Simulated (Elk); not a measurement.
# Fe3Ge: magneto-optical Kerr spectrum

How strongly does Fe3Ge turn reflected light?

Method: LDA (Perdew-Wang); all-electron APW+lo, Dirac cores, scalar-relativistic bands with second-variational spin-orbit coupling, in Elk 11.2.3 (patched build).

This is a report of a sequence of runs, with most program output left out.

### Step 1. The starting structure

Symmetry: Fm-3m, No. 225, cubic system. Conventional cell: a = 5.751 Å, b = 5.751 Å, c = 5.751 Å, α = 90.00°, β = 90.00°, γ = 90.00°. Nearest to Fe lie 8 Fe at 2.49 Å. Nearest to Fe lie 4 Ge at 2.49 Å and 4 Fe at 2.49 Å. Ge has 8 Fe at 2.49 Å nearest. Farther neighbours are not listed.

The cell comes from a database of computed structures and need not be the stable phase.

### Step 2. Self-consistent run

In a ferromagnet the Kerr effect comes from exchange splitting and spin–orbit coupling together. The parallel order is imposed here; no other order was tried.

In this input [111] lies along z, the axis of the moments and of the light.

The last three numbers of an atom's line are a seed field in its sphere. It points against the wanted moment and shrinks by the factor reducebf each loop.

elk.in reads:

```
tasks
  0
  15

xctype
  3

rgkmax
  7.0

nempty
  14

swidth
  0.002

reducebf
  0.5

epsengy
  1e-05

maxscl
  100

lmaxi
  3

spinpol
  .true.

spinorb
  .true.

cmagz
  .true.

sppath
  './'

avec
  -4.28571502938 1.14835388110 6.27472229651
  1.14835388110 -4.28571502938 6.27472229651
  3.13736114826 3.13736114826 6.27472229651

atoms
  2
  'Fe.in'
  3
  0.5000000000 0.5000000000 0.5000000000   0.000000 0.000000 -0.140000
  0.2500000000 0.2500000000 0.2500000000   0.000000 0.000000 -0.140000
  0.7500000000 0.7500000000 0.7500000000   0.000000 0.000000 -0.140000
  'Ge.in'
  1
  0.0000000000 0.0000000000 0.0000000000   0.000000 0.000000 0.000000

ngridk
  8 8 8
```

The run is started by

```bash
> OMP_NUM_THREADS=4 elk
```

Run time: 6.5 min. Hardware: 4 threads of Arm Neoverse V1, shared host; peak memory 0.37 GiB; 25 min of CPU time.

Spin moment in the muffin-tin sphere by atom:

```
atom  spin moment in the muffin-tin sphere (μB)
 Fe1                                       2.57
 Fe2                                       1.36
 Fe3                                       1.36
 Ge4                                      -0.05
```

Read from the output:

```yaml
density_of_states_at_the_fermi_level: 3.459 states/eV/cell
moment_between_the_spheres: -0.07021 μB
magnetization: 5.173 μB
final_state: ferromagnetic
```

After 23 cycles the largest moment stands at 2.57 μB.

Orbital moment <L> in the sphere by atom:

| atom | x (μB) | y (μB) | z (μB) | size |
| --- | --- | --- | --- | --- |
| Fe1 | 0.0000 | 0.0000 | 0.0523 | 0.0523 |
| Fe2 | 0.0000 | 0.0000 | 0.0260 | 0.0260 |
| Fe3 | 0.0000 | 0.0000 | 0.0260 | 0.0260 |
| Ge4 | 0.0000 | 0.0000 | -0.0006 | 0.0006 |

### Step 3. States and momentum matrix elements on a finer mesh

Optical spectra need more k points than the density, so the states are solved once on a finer mesh in the saved potential.

elk.in reads:

```
tasks
  1
  120

xctype
  3

rgkmax
  7.0

nempty
  14

swidth
  0.002

reducebf
  0.5

epsengy
  1e-05

maxscl
  1

lmaxi
  3

spinpol
  .true.

spinorb
  .true.

cmagz
  .true.

sppath
  './'

avec
  -4.28571502938 1.14835388110 6.27472229651
  1.14835388110 -4.28571502938 6.27472229651
  3.13736114826 3.13736114826 6.27472229651

atoms
  2
  'Fe.in'
  3
  0.5000000000 0.5000000000 0.5000000000   0.000000 0.000000 -0.000140
  0.2500000000 0.2500000000 0.2500000000   0.000000 0.000000 -0.000140
  0.7500000000 0.7500000000 0.7500000000   0.000000 0.000000 -0.000140
  'Ge.in'
  1
  0.0000000000 0.0000000000 0.0000000000   0.000000 0.000000 0.000000

ngridk
  12 12 12
```

The run is started by

```bash
> OMP_NUM_THREADS=4 elk
```

It took 2.9 min on 4 threads; peak memory 0.98 GiB.

Read from the output:

```yaml
magnetization: 5.216 μB
largest_moment: 2.574 μB
```

### Step 4. Optics with a broadening of 0.49 eV

The broadening stands for the lifetime of the excited states; it lowers and widens the peaks.

elk.in: that of step 3 with these lines changed.

```diff
@@ -1,4 +1,4 @@
 tasks
-  1
-  120
+  121
+  122
 
@@ -14,3 +14,3 @@
 swidth
-  0.002
+  0.018
 
@@ -23,3 +23,3 @@
 maxscl
-  1
+  100
 
@@ -35,2 +35,5 @@
 cmagz
+  .true.
+
+intraband
   .true.
@@ -58 +61,10 @@
   12 12 12
+
+wplot
+  240 100 0
+  0.00000 0.30000
+
+optcomp
+  1 1
+  1 2
+  3 3
```

The run is started by

```bash
> OMP_NUM_THREADS=4 elk
```

Wall time 2.2 min (4 threads); peak memory 0.05 GiB.

Intraband term included. Table of polar Kerr angle by photon energy; values in degrees:

```csv
photon energy (eV),rotation,ellipticity
0.0,0,0
0.2,0.0418,-0.0580
0.4,0.0727,-0.102
0.6,0.126,-0.131
0.8,0.184,-0.128
1.0,0.225,-0.104
1.2,0.251,-0.0780
1.4,0.271,-0.0495
1.6,0.282,-0.0180
1.8,0.285,0.0117
2.0,0.282,0.0387
2.2,0.274,0.0615
2.4,0.264,0.0778
2.6,0.256,0.0907
2.8,0.249,0.103
3.0,0.242,0.114
3.2,0.238,0.123
3.4,0.237,0.138
3.6,0.232,0.157
3.8,0.223,0.177
4.0,0.211,0.197
4.2,0.194,0.221
4.4,0.166,0.244
4.6,0.128,0.258
4.8,0.0861,0.259
5.0,0.0473,0.246
5.2,0.0173,0.224
5.4,-0.00142,0.197
5.6,-0.00994,0.173
5.8,-0.0155,0.155
6.0,-0.0219,0.137
6.2,-0.0216,0.116
6.4,-0.0131,0.103
6.6,-0.00783,0.0995
6.8,-0.0109,0.0994
7.0,-0.0222,0.0936
7.2,-0.0314,0.0752
7.4,-0.0256,0.0534
7.6,-0.0103,0.0460
7.8,-0.00619,0.0518
8.0,-0.0164,0.0524
```

Intraband term included. The optical conductivity by photon energy:

```csv
photon energy (eV),Re sigma xx = Re sigma zz (S/cm),Im sigma xx (S/cm),Re sigma xy (S/cm),Im sigma xy (S/cm),Im sigma zz (S/cm)
0.0,7728,0,-147,0,0
0.5,5937,1070,-152,-23.7,1071
1.0,5825,175,-153,-62.4,172
1.5,6545,380,-135,-123,374
2.0,6474,1133,-64.2,-148,1135
2.5,6046,1588,-14.3,-127,1586
3.0,5431,1611,5.09,-97.9,1609
3.5,5120,1256,7.68,-84.4,1255
4.0,5260,841,12.9,-82.9,840
4.5,5705,855,37.4,-82.3,854
5.0,5810,1097,55.5,-52.0,1096
5.5,6035,1175,49.1,-28.2,1174
6.0,6227,1503,40.9,-14.2,1502
6.5,6399,1852,30.1,-10.4,1851
7.0,6353,2382,29.9,-2.45,2381
7.5,6289,2561,15.1,1.26,2560
8.0,6566,3143,17.5,2.07,3142
```

### Step 5. Optics with a broadening of 0.30 eV

elk.in: that of step 4 with these lines changed.

```diff
@@ -14,3 +14,3 @@
 swidth
-  0.018
+  0.011
```

The run is started by

```bash
> OMP_NUM_THREADS=4 elk
```

It took 2.2 min on 4 threads; peak memory 0.05 GiB.

Intraband term included. The polar Kerr angle by photon energy; values in degrees:

```
photon energy (eV)  rotation  ellipticity
               0.0         0            0
               0.5    0.0940       -0.173
               1.0     0.269      -0.0955
               1.5     0.316      -0.0182
               2.0     0.307       0.0644
               2.5     0.265        0.104
               3.0     0.241        0.130
               3.5     0.252        0.160
               4.0     0.223        0.215
               4.5     0.154        0.298
               5.0    0.0179        0.284
               5.5   -0.0371        0.186
               6.0   -0.0487        0.147
               6.5  -0.01000       0.0924
               7.0   -0.0360        0.115
               7.5   -0.0246       0.0153
               8.0   -0.0210       0.0730
```

### Step 6. The strongest peak

The largest local extreme of the rotation above 0.5 eV, for majority spin along +z:

```csv
broadening (eV),energy (eV),rotation (°),ellipticity (°),rotation at 1.96 eV (°)
0.49,1.80,0.285,0.012,0.283
0.30,1.53,0.317,-0.012,0.308
```

### Step 7. Summary of results

```json
{"net spin moment": "5.17 μB a cell", "strongest peak above 0.5 eV": "0.29° at 1.8 eV", "rotation at 1.96 eV": "0.28°"}
```

Above 0.5 eV the rotation peaks at 1.80 eV, with 0.29° for majority spin along +z at a broadening of 0.49 eV. The run's majority spin points along +z; the magnetisation points the other way, and the angle changes sign with it. The intraband term is included. These are independent-particle spectra on a 12×12×12 mesh, not shown converged.

[Logs and program files are shortened in this print: banners, set-up blocks, solver, clock and traceback lines can be left out without a mark of their own.]

[Logs are printed without paths, hosts, clocks, repeated set-up lines and the standing remarks that a program may print on its own settings, such as how far it seeks lower states.]

[Hosts, paths, dates, database ids (printed as entryN), source tags and the programs' standing remarks are cut or masked in the printed files.]

[Where a cell is said to come from a database of computed structures, the database is the Materials Project.]
